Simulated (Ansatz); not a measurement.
# CePbSe3 (model cell, started as cubic perovskite with Ce in the octahedra): following an unstable mode, part 2 of 2

Which phase does CePbSe3 (model cell, started as cubic perovskite with Ce in the octahedra) fall into along its unstable mode, and how much energy does it gain?

Ansatz 0.2.0; DFT PBE, scalar-relativistic, plane waves, PAW; PAW set soft_1.

So far. Step 5 (Energy along the mode, all amplitudes (two of the runs …): The lowest of the steps tried is the last one, at 0.6 Å, 123 meV/atom below the parent; the bottom of the well need not coincide with a step. Step 7 (The new phase in its own primitive cell): The largest force component left is 0.23 meV/Å and the pressure is -0.002 GPa, within the tolerances set. The cell now holds 31.35 Å³/atom. The relaxed cell has a = 7.516, c = 11.097 Å (conventional setting).

The structure was built from a prototype and need not be the compound's stable phase.

In doubt: the program warns that the response may not be converged on this k-mesh (step 8), which bears on the force constants and all frequencies.

### 8. Modes of the new phase, k-mesh 4×4×4, occupations fixed

A relaxed structure may still be a saddle point, so its zone-centre modes are computed. The response to a homogeneous field gives the Born charges and the dielectric tensor.

The input, input.yaml:

```yaml
crystal:
  lattice:
    - [-3.7581338845, 3.7581338845, 5.5487401036]
    - [3.7581338845, -3.7581338845, 5.5487401036]
    - [3.7581338845, 3.7581338845, -5.5487401036]
  atoms:
    - { symbol: Pb, position: [0.75, 0.25, 0.5] }
    - { symbol: Pb, position: [0.25, 0.75, 0.5] }
    - { symbol: Ce, position: [0.0, 0.0, 0.0] }
    - { symbol: Ce, position: [0.5, 0.5, 0.0] }
    - { symbol: Se, position: [0.6580786104, 0.1580786104, 0.8161572208] }
    - { symbol: Se, position: [0.3419213896, 0.8419213896, 0.1838427792] }
    - { symbol: Se, position: [0.75, 0.75, 0.0] }
    - { symbol: Se, position: [0.25, 0.25, 0.0] }
    - { symbol: Se, position: [0.1580786104, 0.3419213896, 0.5] }
    - { symbol: Se, position: [0.8419213896, 0.6580786104, 0.5] }
kpoints:
  mp_grid: { grid: [4, 4, 4] }
hamiltonian:
  xc: pbe
  pseudopotentials: { kind: paw, azcp: { folder: soft_1 } }
scf:
  occupations: { method: fixed }
output:
  eigenvalues: true
phonons:
  method: dfpt
  dielectric: true
  rigid_motions: translations
```

Started as:

```
ansatz run input.yaml --threads 4 --pin off --max-ram 16384MiB --backend cpu --events-out ev --progress --plain --runs-dir out
```

The job ended after 8.6 min (4 threads of Arm Neoverse V2, shared host; peak memory 6.9 GiB; 33 min of CPU time).

This step gave:

```yaml
sum_rule_residual_before_enforcement: 1.07e-4 eV/Å²
miss_of_the_charge_sum_rule: 0.03303 e
estimated_error_of_the_dielectric_tensor: 0.07271
estimated_error_of_the_born_charges: 0.1087 e
point_group: 4/mmm
highest_optical_mode_at_the_zone_centre_no_lo_to_term: 218.3 cm⁻¹
lowest_optical_zone_centre_mode: -71.53 cm⁻¹
mean_high_frequency_dielectric_constant: 14.26
largest_born_charge_third_of_the_trace: 5.794 e
top_of_the_zone_centre_spectrum_with_the_field: 246.6 cm⁻¹
```

Without the LO-TO term. Patterns of degenerate modes are one choice out of their space. The modes at Γ (shares of kinetic energy by element, %) (negative means imaginary):

```
mode  frequency (cm⁻¹)  symmetry  Pb %  Ce %  Se %
   1             -71.5        Eg    25     0    75
   2             -71.5        Eg    25     0    75
   3             -61.3       A2u    61     6    33
   4             -57.0        Eu    35     1    64
   5             -57.0        Eu    35     1    64
   6             -15.2       B2g   100     0     0
   7               0.0  acoustic    35    24    41
   8               0.0  acoustic    35    24    41
   9               0.0  acoustic    35    24    41
  10              26.1        Eg    71     0    29
  11              26.1        Eg    71     0    29
  12              43.5        Eu    28    28    44
  13              43.5        Eu    28    28    44
  14              61.1        Eu     1    27    71
  15              61.1        Eu     1    27    71
  16              62.4       A2u     3    43    54
  17              68.9        Eg     4     0    96
  18              68.9        Eg     4     0    96
  19              70.9       B1u     0     0   100
  20             107.8       B2g     0     0   100
  21             115.0       A1g     0     0   100
  22             147.5        Eu     0    88    12
  23             147.5        Eu     0    88    12
  24             155.2       B1g     0     0   100
  25             162.5       A1u     0   100     0
  26             165.1       A2g     0     0   100
  27             177.1        Eu     0    31    69
  28             177.1        Eu     0    31    69
  29             209.2       A2u     0    28    72
  30             218.3       A2g     0     0   100
```

Displacements in mode 1 (-71.5 cm⁻¹), the largest set to 1:
```
Pb1  0.02  0.42  0.00
Pb2 -0.02 -0.42  0.00
Ce3  0.00  0.00  0.00
Ce4  0.00  0.00  0.00
Se5  0.00  0.00 -0.45
Se6  0.00  0.00  0.45
Se7 -0.05  1.00  0.00
Se8  0.05 -1.00  0.00
Se9  0.00  0.00  0.41
Se10 0.00  0.00 -0.41
```

Displacements in mode 16 (62.4 cm⁻¹), the largest set to 1:
```
Pb1  0.00  0.00 -0.22
Pb2  0.00  0.00 -0.22
Ce3  0.00  0.00  1.00
Ce4  0.00  0.00  1.00
Se5  0.00  0.00 -0.94
Se6  0.00  0.00 -0.94
Se7  0.00  0.00  0.69
Se8  0.00  0.00  0.69
Se9  0.00  0.00 -0.94
Se10 0.00  0.00 -0.94
```

Optical modes at the zone centre, without and with the macroscopic field of the longitudinal modes; each column is sorted by frequency, so a row need not hold one and the same mode. Modes with and without the field, by row:

```
rank among optical modes  no field (cm⁻¹)  q along (1, 0, 0) (cm⁻¹)  q along (0, 0, 1) (cm⁻¹)
                       1            -71.5                     -71.5                     -71.5
                       2            -71.5                     -71.5                     -71.5
                       3            -61.3                     -61.3                       -57
                       4              -57                       -57                       -57
                       5              -57                     -37.6                     -15.2
                       6            -15.2                     -15.2                      -5.3
                       7             26.1                      26.1                      26.1
                       8             26.1                      26.1                      26.1
                       9             43.5                      43.5                      43.5
                      10             43.5                      43.5                      43.5
                      11             61.1                      61.1                      61.1
                      12             61.1                      62.4                      61.1
                      13             62.4                        67                      68.9
                      14             68.9                      68.9                      68.9
                      15             68.9                      68.9                      70.9
                      16             70.9                      70.9                      83.8
                      17            107.8                     107.8                     107.8
                      18              115                       115                       115
                      19            147.5                     147.5                     147.5
                      20            147.5                     149.1                     147.5
                      21            155.2                     155.2                     155.2
                      22            162.5                     162.5                     162.5
                      23            165.1                     165.1                     165.1
                      24            177.1                     177.1                     177.1
                      25            177.1                     209.2                     177.1
                      26            209.2                     211.5                     218.3
                      27            218.3                     218.3                     246.6
```

Born charge (rows field, columns displacement) (e), principal values of the symmetric part by kind of site:

```
atom  atoms with these values    low  middle   high   mean
 Pb1                        2   3.42    3.42   6.07   4.31
 Ce3                        2   5.61    5.61   6.16   5.79
 Se5                        4  -5.18   -2.96  -1.75  -3.29
 Se7                        2  -6.32   -2.11  -2.11  -3.51
```

In full for Pb1:

```
3.42 0.00 0.00
0.00 3.42 0.00
0.00 0.00 6.07
```

High-frequency dielectric tensor:

```
13.67  0.00  0.00
 0.00 13.67  0.00
 0.00  0.00 15.45
```

Transverse modes; imaginary modes are left out. Lines of the infrared spectrum (strongest = 100):

```
position (cm⁻¹)  relative intensity
             26                 0.0
             44                 0.0
             61                 7.3
             62                  11
             69                 0.0
             71                 0.0
            108                 0.0
            115                 0.0
            148                 9.0
            155                 0.0
            162                 0.0
            165                 0.0
            177                 100
            209                  70
            218                 0.0
```

Before it was imposed, the acoustic sum rule was missed by 1.1e-4 eV/Å² and the charge sum rule by 0.033 e. The charge miss is large and points to the mesh or the basis. The lowest optical mode is imaginary, 71.5i cm⁻¹, so the energy falls along it.

The log warns of the k mesh: “the force constants stand on the 4×4×4 k-mesh, whose period is 12.80 times the interband length at k = (0.0000, 0.0000, -0.5000), direct gap 0.804 eV, under 14: take them and everything formed from them as unconverged”.

### 9. Outcome

```yaml
unstable_mode_of_the_parent: q = (-0.5, -0.5, -0.5), 99i cm⁻¹
depth_at_the_lowest_point_sampled: 123 meV/atom
largest_atomic_shift_at_that_point: 0.6 Å
space_group_reached_within_0p01_a: I4/mcm
energy_gained_over_the_parent_first_relaxation_on_the_mesh_of_the_frozen_mode: 200 meV/atom
volume_per_atom_phase_reached: 31.3 Å³
gap_on_the_k_mesh_phase_reached: 0.726 eV
lowest_optical_zone_centre_mode_phase_reached: -71.5 cm⁻¹
highest_optical_mode_at_the_zone_centre_no_lo_to_term_phase_reached: 218 cm⁻¹
```

**Reading.** Along this mode the structure falls into I4/mcm, 200 meV/atom below the parent. At the parent's cell the well is 122.5 meV/atom deep on the steps tried, with its lowest point at a shift of 0.6 Å. That is the last step tried, so the steps alone don't bracket the bottom of the well. Relaxing atoms and cell changes the gain by +77.83 meV/atom against the lowest step (energies at zero smearing). The new phase still has an imaginary mode at the zone centre of its cell, so it is a saddle point on the way to a lower structure. Of the 4 patterns followed to their end from this parent, this one ends 91.7 meV/atom above the lowest, Imma. Each path keeps the symmetry of its pattern, so a lower phase may lie along a pattern not tried. With the field response the log warns that the k mesh is coarse for the force constants too, so the frequencies may not be converged. The phonon runs are without spin polarisation, although Ce often carries a moment. The 4f shell is treated without a U, so valence and screening may be off. Spin-orbit coupling is left out, which can matter for the heavy elements here. The starting cell was built on a prototype and not taken from a measurement, so the phase need not exist.

[Logs are printed without paths, hosts, clocks, repeated set-up lines and the standing remarks that a program may print on its own settings, such as how far it seeks lower states.]

[Hosts, paths, dates, database ids (printed as entryN), source tags and the programs' standing remarks are cut or masked in the printed files.]
